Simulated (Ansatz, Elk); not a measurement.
**How far do independent atoms describe OsRh?**

Structure refinements treat a crystal as free atoms side by side. For a made-up structure of OsRh (cell and positions from a PBE relaxation) the runs below show what the calculated density changes in F(hkl).

Calculated with Elk 11.2.3 (patched build); DFT, PBE, all-electron APW+lo, Dirac cores, scalar-relativistic bands, static density, no spin.

The structure was built from a prototype and need not be the compound's stable phase.

### 1. The starting structure

The structure is cubic, space group Pm-3m (No. 221). Conventional cell: a = 3.076 Å, b = 3.076 Å, c = 3.076 Å, α = 90.00°, β = 90.00°, γ = 90.00°. Nearest to Os lie 8 Rh at 2.66 Å. Nearest to Rh lie 8 Os at 2.66 Å. Farther neighbours are not listed.

### 2. Ground state and structure factors

An all-electron density is needed, since X-rays see the cores too. Task 0 finds the density and task 195 Fourier-transforms it; tshift is off so that phases refer to the origin typed.

elk.in reads:

```
tasks
  0
  195

xctype
  20

spinpol
  .false.

rgkmax
  7.0

gmaxvr
  14.0

lmaxo
  7

lmaxapw
  8

swidth
  0.002

tshift
  .false.

ramdisk
  .false.

hmaxvr
  5.5

maxscl
  120

epspot
  1e-06

sppath
  './'

avec
  5.81231551264 0.00000000000 -0.00000000000
  0.00000000000 5.81231551264 0.00000000000
  -0.00000000000 0.00000000000 5.81231551264

atoms
  2
  'Os.in'
  1
  0.0000000000 -0.0000000000 0.0000000000   0.000000 0.000000 0.000000
  'Rh.in'
  1
  0.5000000000 0.5000000000 0.5000000000   0.000000 0.000000 0.000000

ngridk
  7 7 7
```

Run with:

```
$ OMP_NUM_THREADS=4 elk
```

Numbers of over 12 decimals in the logs are rounded to 6 here.

Output:

```text
┌─────────────────────────┐
│ Elk code version 11.2.3 │
└─────────────────────────┘

All units are atomic (Hartree, Bohr, etc.)

┌─────────────────────────────────────────────────┐
│ Ground-state run starting from atomic densities │
└─────────────────────────────────────────────────┘

Lattice vectors :
   5.812315513       0.000000000      -0.000000000
   0.000000000       5.812315513       0.000000000
  -0.000000000       0.000000000       5.812315513

Reciprocal lattice vectors :
   1.081012428      -0.000000000       0.000000000
  -0.000000000       1.081012428      -0.000000000
   0.000000000      -0.000000000       1.081012428

Unit cell volume      :    196.3575225
Brillouin zone volume :    1.263258012

Muffin-tin inner radius fraction :   0.1000000000E-01

Nuclei treated as point charges

Species : 1 (Os)
 parameters loaded from : Os.in
 name : osmium
 nuclear charge    :   -76.00000000
 electronic charge :    76.00000000
 atomic mass :    346768.0767
 muffin-tin radius :    2.584095572
 number of radial points in muffin-tin :   1393
 inner part over the whole radius :   0.9976612432E-02
 number on inner part of muffin-tin    :    998
 approximate nuclear radius :   0.1019601503E-03
 number of mesh points to nuclear radius :    524
 atomic positions (lattice), magnetic fields (Cartesian) :
  1 :   0.00000000  0.00000000  0.00000000    0.00000000  0.00000000  0.00000000

Species : 2 (Rh)
 parameters loaded from : Rh.in
 name : rhodium
 nuclear charge    :   -45.00000000
 electronic charge :    45.00000000
 atomic mass :    187585.2511
 muffin-tin radius :    2.399517317
 number of radial points in muffin-tin :   1193
 inner part over the whole radius :   0.9896757058E-02
 number on inner part of muffin-tin    :    847
 approximate nuclear radius :   0.8524867730E-04
 number of mesh points to nuclear radius :    425
 atomic positions (lattice), magnetic fields (Cartesian) :
  1 :   0.50000000  0.50000000  0.50000000    0.00000000  0.00000000  0.00000000

Total number of atoms per unit cell :    2
Total muffin-tin volume :    130.1502695
 ratio of muffin-tin to unit cell volume :   0.6628229357

Spin treatment :
 spin-unpolarised

Number of Bravais lattice symmetries :   48
Number of crystal symmetries         :   48
Crystal has inversion symmetry
Real symmetric eigensolver will be used

k-point grid :      7     7     7
k-point offset :    0.000000000       0.000000000       0.000000000
k-point set is reduced with full crystal symmetry group
Total number of k-points :       20

Muffin-tin radius times maximum |G+k| :    7.000000000
 using average radius
Maximum |G+k| for APW functions       :    2.809206957
Maximum (1/2)|G+k|²                   :    3.945821865
Maximum |G| for potential and density :    14.00000000
Constant for pseudocharge density :    9
 order of it for each species :   16  16
 order of it for pair densities of each species (exact exchange by exxq0 0: 17) :   10   9
Radial integration step length :    1

G-vector grid sizes :     27    27    27
Number of G-vectors :     9045

Maximum angular momentum used for
 APW functions            :    8
 outer part of muffin-tin :    7
 inner part of muffin-tin :    2

Total nuclear charge    :   -121.0000000
Total core charge       :    74.00000000
Total valence charge    :    47.00000000
Total excess charge     :    0.000000000
Total electronic charge :    121.0000000

Effective Wigner radius, rₛ :   0.7289949527

Number of empty states         :      8
Total number of valence states :     32
Total number of core states    :     74

Third-order local-orbitals added for an l without core states : T
Total number of local-orbitals :     57

Exchange-correlation functional :     20     0     0
 Perdew-Burke-Ernzerhof, Phys. Rev. Lett. 77, 3865 (1996)
 gradient requirement :    1
 generalised gradient approximation (GGA)

Smearing type :    3
 Fermi-Dirac
Smearing width :   0.2000000000E-02
Effective electronic temperature (K) :    631.5500496

Mixing type :    3
[...]
Hartree                     :      6444.8879764827
 Madelung                    :     -27469.748134253
 xc potential                :     -628.85139549757
 exchange                    :     -472.43181626900
 correlation                 :     -7.075476
 electron entropic           :    -0.15184176574678E-02
 total energy                :     -22067.820255324

Density of states at Fermi energy :    116.3517694
 (states/Hartree/unit cell)

Estimated indirect band gap :   0.2421192965E-02
 from k-point 19 to k-point 12
Estimated direct band gap   :   0.8891246498E-02
 at k-point 19

Charges :
 core                        :    74.00000000
 valence                     :    47.00000000
 interstitial                :    3.139728076
 muffin-tins (core leakage)
  species : 1 (Os)
   atom 1                    :    74.90440105     ( -0.1786169790E-06)
  species : 2 (Rh)
   atom 1                    :    42.95587087     ( -0.2471224185E-06)
 total in muffin-tins        :    117.8602719
 total calculated charge     :    120.9985153
 total charge                :    121.0000000
 error                       :   0.1484665959E-02

RMS change in Kohn-Sham potential (target) :   0.2130675333     (  0.1000000000E-05)
Absolute change in total energy (target)   :   0.5560117605E-01 (  0.1000000000E-03)

[... loops 3 to 14 left out ...]

┌──────────────────┐
│ Loop number : 15 │
└──────────────────┘

Energies :
 Fermi                       :     0.440422
 sum of occupied eigenvalues :     -13447.710446395
 electron kinetic            :      24606.435300656
 core electron kinetic       :      23706.431451162
 Coulomb                     :     -46193.493413160
 Coulomb potential           :     -37426.496301284
 nuclear-nuclear             :     -2375.9033394159
 electron-nuclear            :     -50275.799788784
 Hartree                     :      6458.2097150403
 Madelung                    :     -27480.245262517
 xc potential                :     -627.64944576698
 exchange                    :     -473.03892642324
 correlation                 :     -7.071918
 electron entropic           :    -0.17526547402391E-02
 total energy                :     -22067.170709378

Density of states at Fermi energy :    140.9361325
 (states/Hartree/unit cell)

Estimated indirect band gap :   0.6359833438E-03
 from k-point 16 to k-point 18
Estimated direct band gap   :   0.5849613228E-02
 at k-point 18

Charges :
 core                        :    74.00000000
 valence                     :    47.00000000
 interstitial                :    2.836975020
 muffin-tins (core leakage)
  species : 1 (Os)
   atom 1                    :    74.57578658     ( -0.1854316665E-06)
  species : 2 (Rh)
   atom 1                    :    43.58723840     ( -0.2508867247E-06)
 total in muffin-tins        :    118.1630250
 total calculated charge     :    120.9986860
 total charge                :    121.0000000
 error                       :   0.1313950411E-02

RMS change in Kohn-Sham potential (target) :   0.8447658125E-06 (  0.1000000000E-05)
Absolute change in total energy (target)   :   0.3304345228E-04 (  0.1000000000E-03)

Convergence targets achieved

┌──────────────────┐
│ Loop number : 16 │
└──────────────────┘

Energies :
 Fermi                       :     0.440422
 sum of occupied eigenvalues :     -13447.710406058
 electron kinetic            :      24606.435331383
 core electron kinetic       :      23706.431464156
 Coulomb                     :     -46193.493412165
 Coulomb potential           :     -37426.496294337
 nuclear-nuclear             :     -2375.9033394159
 electron-nuclear            :     -50275.799796607
 Hartree                     :      6458.2097238574
 Madelung                    :     -27480.245264996
 xc potential                :     -627.64944310405
 exchange                    :     -473.03892609778
 correlation                 :     -7.071918
 electron entropic           :    -0.17526537881172E-02
 total energy                :     -22067.170677302

Density of states at Fermi energy :    140.9360179
 (states/Hartree/unit cell)

Estimated indirect band gap :   0.6359115459E-03
 from k-point 16 to k-point 18
Estimated direct band gap   :   0.5849538123E-02
 at k-point 18

Charges :
 core                        :    74.00000000
 valence                     :    47.00000000
 interstitial                :    2.836974502
 muffin-tins (core leakage)
  species : 1 (Os)
   atom 1                    :    74.57578795     ( -0.1854302596E-06)
  species : 2 (Rh)
   atom 1                    :    43.58723755     ( -0.2508856873E-06)
 total in muffin-tins        :    118.1630255
 total calculated charge     :    120.9986860
 total charge                :    121.0000000
 error                       :   0.1313951478E-02

┌──────────────────────────────┐
│ Self-consistent loop stopped │
└──────────────────────────────┘

Wrote STATE.OUT
```

Elapsed: 11 s, on 4 threads of Arm Neoverse V1, shared host; peak memory 0.16 GiB.

SFACRHO.OUT:

```text

h k l indices transformed by vhmat matrix:
   1.000000000       0.000000000       0.000000000    
   0.000000000       1.000000000       0.000000000    
   0.000000000       0.000000000       1.000000000    

      h      k      l  multipl.   |H|            Re(F)            Im(F)           |F|

      0      0      0      1   0.0000000       121.00000      0.19323176E-16   121.00000    
     -1      0      0      6   1.0810124       28.947343     -0.20946860E-13   28.947343    
      0     -1      1     12   1.5287824       95.978983     -0.25375175E-15   95.978983    
     -1     -1      1      8   1.8723684       26.705930     -0.17917673E-13   26.705930    
     -2      0      0      6   2.1620249       84.667561      0.33476826E-13   84.667561    
      1      0      2     24   2.4172173       24.953701      0.59918679E-13   24.953701    
      1      1      2     24   2.6479289       77.224959     -0.60176531E-13   77.224959    
      0     -2      2     12   3.0575649       71.625624     -0.37656196E-15   71.625624    
     -1     -2      2     24   3.2430373       22.132735     -0.23805114E-13   22.132735    
      0     -3      0      6   3.2430373       21.977595     -0.50625289E-13   21.977595    
     -3      0      1     24   3.4184615       67.195306      0.25894310E-13   67.195306    
     -3     -1     -1     24   3.5853126       20.847078     -0.53047664E-13   20.847078    
      2     -2      2      8   3.7447369       63.589979     -0.24468133E-13   63.589979    
      2      3      0     24   3.8976457       19.784565      0.87954285E-13   19.784565    
     -1      2      3     48   4.0447781       60.578564     -0.46785255E-13   60.578564    
      0      4      0      6   4.3240497       58.008472     -0.45098855E-13   58.008472    
     -2      2      3     24   4.4571284       17.945658      0.41656669E-13   17.945658    
      4      0      1     24   4.4571284       17.835591      0.46603992E-13   17.835591
```

Elk indexes on the primitive cell of elk.in and gives |H| = 4π sin θ/λ in inverse bohr. Below, one row stands for each form hkl of the conventional cell (m members, Friedel mates merged), F is for one primitive cell and the density is static (no thermal factor). Free-atom factors are Waasmaier and Kirfel's, and R is Σm||F|−|F'||/Σm|F|.

```csv
hkl,m,sin θ/λ (Å⁻¹),"abs F, DFT",neutral atoms,diff.
100,6,0.163,28.947,28.831,+0.116
110,12,0.230,95.979,96.382,-0.403
111,8,0.282,26.706,26.723,-0.017
200,6,0.325,84.668,84.842,-0.175
210,24,0.363,24.954,25.056,-0.102
211,24,0.398,77.225,77.135,+0.090
220,12,0.460,71.626,71.480,+0.146
221,24,0.488,22.133,22.167,-0.035
300,6,0.488,21.978,22.167,-0.190
310,24,0.514,67.195,67.110,+0.085
311,24,0.539,20.847,20.948,-0.101
222,8,0.563,63.590,63.585,+0.005
320,24,0.586,19.785,19.853,-0.068
321,48,0.608,60.579,60.633,-0.055
400,6,0.650,58.008,58.084,-0.076
322,24,0.670,17.946,17.968,-0.022
410,24,0.670,17.836,17.968,-0.132
411,24,0.690,55.715,55.828,-0.113
```

### 3. The highest occupied states alone

An energy window below the Fermi level keeps the highest occupied states, to see at which angles they scatter; shallow core shells can lie inside it and anion s states outside. No new self-consistency is needed.

elk.in: that of step 2 with these lines changed.

```diff
@@ -1,3 +1,2 @@
 tasks
-  0
   195
@@ -40,2 +39,5 @@
 
+wsfac
+  -0.110820 0.740420
+
 sppath
```

Run with:

```
$ OMP_NUM_THREADS=4 elk
```

Output:

```text
┌─────────────────────────────────┐
│ Elk code version 11.2.3 started │
└─────────────────────────────────┘

Info(readinput): the functional depends on the density's gradient
 muffin-tin radial points multiplied by    2.00000
 (not where nrmtscf is given)

┌────────────────────┐
│ Current task : 195 │
└────────────────────┘
Info(checkmt): changed muffin-tin radius of species 1 (Os) from   2.8000 to   2.5841
Info(checkmt): changed muffin-tin radius of species 2 (Rh) from   2.6000 to   2.3995

Info(sfacrho): density structure factors written to SFACRHO.OUT

 Energy window :  -0.1108200000      0.7404200000

┌──────────────────┐
│ Elk code stopped │
└──────────────────┘
```

It took 3.3 s on 4 threads; peak memory 0.16 GiB; 5.8 s of CPU time.

States within 15 eV below the Fermi level hold 17.00 electrons; any levels below the window count with the cores. Their amplitudes can exceed the total, where window and core parts have opposite phase:

```csv
hkl,sin θ/λ (Å⁻¹),"abs F, window","abs F, all"
100,0.163,1.428,28.947
110,0.230,3.817,95.979
111,0.282,0.977,26.706
200,0.325,1.177,84.668
210,0.363,0.564,24.954
211,0.398,0.348,77.225
220,0.460,0.017,71.626
221,0.488,0.065,22.133
300,0.488,0.220,21.978
310,0.514,0.181,67.195
```

### 4. Another functional

The difference from free atoms is small, so it is set against the change that LDA (Perdew-Wang) makes.

elk.in: that of step 3 with these lines changed.

```diff
@@ -1,2 +1,3 @@
 tasks
+  0
   195
@@ -4,3 +5,3 @@
 xctype
-  20
+  3
 
@@ -39,5 +40,2 @@
 
-wsfac
-  -0.110820 0.740420
-
 sppath
```

Run with:

```
$ OMP_NUM_THREADS=4 elk
```

Output:

```text
┌─────────────────────────┐
│ Elk code version 11.2.3 │
└─────────────────────────┘

All units are atomic (Hartree, Bohr, etc.)

┌─────────────────────────────────────────────────┐
│ Ground-state run starting from atomic densities │
└─────────────────────────────────────────────────┘

Lattice vectors :
   5.812315513       0.000000000      -0.000000000
   0.000000000       5.812315513       0.000000000
  -0.000000000       0.000000000       5.812315513

Reciprocal lattice vectors :
   1.081012428      -0.000000000       0.000000000
[...]
Charges :
 core                        :    74.00000000
 valence                     :    47.00000000
 interstitial                :    2.823917499
 muffin-tins (core leakage)
  species : 1 (Os)
   atom 1                    :    74.59046326     ( -0.4867644599E-05)
  species : 2 (Rh)
   atom 1                    :    43.58561924     ( -0.5128289050E-05)
 total in muffin-tins        :    118.1760825
 total calculated charge     :    120.9986660
 total charge                :    121.0000000
 error                       :   0.1334046821E-02

┌──────────────────────────────┐
│ Self-consistent loop stopped │
└──────────────────────────────┘

Wrote STATE.OUT
[key lines of the parts left out:]
total energy                :     -22052.774581492
```

Wall time 6.2 s (4 threads); peak memory 0.16 GiB.

Against the first run R = 0.01 %; the largest change is -0.020 at 200.

### 5. Basis size

The basis and the expansions that go with it are enlarged, to see whether the differences are converged.

elk.in: that of step 4 with these lines changed.

```diff
@@ -5,3 +5,3 @@
 xctype
-  3
+  20
 
@@ -11,12 +11,12 @@
 rgkmax
-  7.0
+  8.5
 
 gmaxvr
-  14.0
+  18.0
 
 lmaxo
-  7
+  9
 
 lmaxapw
-  8
+  10
```

Run with:

```
$ OMP_NUM_THREADS=4 elk
```

Output:

```text
┌─────────────────────────┐
│ Elk code version 11.2.3 │
└─────────────────────────┘

All units are atomic (Hartree, Bohr, etc.)

┌─────────────────────────────────────────────────┐
│ Ground-state run starting from atomic densities │
└─────────────────────────────────────────────────┘

Lattice vectors :
   5.812315513       0.000000000      -0.000000000
   0.000000000       5.812315513       0.000000000
  -0.000000000       0.000000000       5.812315513

Reciprocal lattice vectors :
   1.081012428      -0.000000000       0.000000000
[...]
Charges :
 core                        :    74.00000000
 valence                     :    47.00000000
 interstitial                :    2.800843760
 muffin-tins (core leakage)
  species : 1 (Os)
   atom 1                    :    74.58876262     ( -0.1853868312E-06)
  species : 2 (Rh)
   atom 1                    :    43.61039362     ( -0.2508315511E-06)
 total in muffin-tins        :    118.1991562
 total calculated charge     :    120.9997081
 total charge                :    121.0000000
 error                       :   0.2918739300E-03

┌──────────────────────────────┐
│ Self-consistent loop stopped │
└──────────────────────────────┘

Wrote STATE.OUT
[key lines of the parts left out:]
total energy                :     -22067.192118599
```

Elapsed: 20 s, on 4 threads; peak memory 0.19 GiB.

Against the first run R = 0.01 %; the largest change is -0.014 at 211.

### 6. Basis size

A smaller basis shows how fast F responds to it; the change is likely larger than the basis error of the first run, but doesn't show convergence.

elk.in: that of step 5 with these lines changed.

```diff
@@ -11,12 +11,12 @@
 rgkmax
-  8.5
+  5.5
 
 gmaxvr
-  18.0
+  14.0
 
 lmaxo
-  9
+  7
 
 lmaxapw
-  10
+  8
```

Run with:

```
$ OMP_NUM_THREADS=4 elk
```

Output:

```text
┌─────────────────────────┐
│ Elk code version 11.2.3 │
└─────────────────────────┘

All units are atomic (Hartree, Bohr, etc.)

┌─────────────────────────────────────────────────┐
│ Ground-state run starting from atomic densities │
└─────────────────────────────────────────────────┘

Lattice vectors :
   5.812315513       0.000000000      -0.000000000
   0.000000000       5.812315513       0.000000000
  -0.000000000       0.000000000       5.812315513

Reciprocal lattice vectors :
   1.081012428      -0.000000000       0.000000000
[...]
Charges :
 core                        :    74.00000000
 valence                     :    47.00000000
 interstitial                :    3.015057123
 muffin-tins (core leakage)
  species : 1 (Os)
   atom 1                    :    74.50680974     ( -0.1856126630E-06)
  species : 2 (Rh)
   atom 1                    :    43.47813314     ( -0.2508484833E-06)
 total in muffin-tins        :    117.9849429
 total calculated charge     :    120.9984397
 total charge                :    121.0000000
 error                       :   0.1560260224E-02

┌──────────────────────────────┐
│ Self-consistent loop stopped │
└──────────────────────────────┘

Wrote STATE.OUT
[key lines of the parts left out:]
total energy                :     -22067.023285592
```

Wall time 11 s (4 threads); peak memory 0.16 GiB.

Against the first run R = 0.03 %; the largest change is +0.101 at 200.

### 7. Settings against the effect

| run | R against the first run (%) | R against neutral atoms, low angle (%) | wall time |
| --- | --- | --- | --- |
| PBE, rgkmax 7 | 0.00 | 0.37 | 11 s |
| LDA (Perdew-Wang) | 0.01 | 0.38 | 6.2 s |
| rgkmax 8.5 with larger expansions | 0.01 | 0.36 | 20 s |
| rgkmax 5.5 | 0.03 | 0.41 | 11 s |

### 8. What came out

| Item | Value |
| --- | --- |
| R against neutral atoms, sin θ/λ < 0.3 Å⁻¹ | 0.37 % |
| R against neutral atoms, 0.3 to 0.81 Å⁻¹ | 0.22 % |

**Reading.** Independent neutral atoms miss the calculated amplitudes by R = 0.37 % below 0.3 Å⁻¹ and 0.22 % from there to 0.81 Å⁻¹; by shells, 0.37 % 0.15 to 0.3 (3 forms), 0.19 % 0.3 to 0.45 (3 forms), 0.22 % above 0.45 (20 forms). Bonding, aspherical density and the tables' own atoms all enter these figures, and the runs don't part them. The largest change of an amplitude is -0.40 electrons, at 110. The window's part falls from 17.0 electrons at the origin to at most 0.22 between 0.45 and 0.81 Å⁻¹. Below 0.3 Å⁻¹ the changes that finished (LDA (Perdew-Wang), rgkmax 8.5 with larger expansions and rgkmax 5.5) move F by R = 0.05 % at most, against the 0.37 % that separates it from free atoms. The k-mesh has no finished test. These runs have no spin, though d or f shells may be open. Spin-orbit coupling is left out, which can matter for elements this heavy. Part of the difference isn't bonding: the tables are fits to free atoms and ions calculated by other methods than this functional. Thermal motion, anomalous dispersion and extinction are left out.

[Logs are printed without paths, hosts, clocks, repeated set-up lines and the standing remarks that a program may print on its own settings, such as how far it seeks lower states.]

[Hosts, paths, dates, database ids (printed as entryN), source tags and the programs' standing remarks are cut or masked in the printed files.]
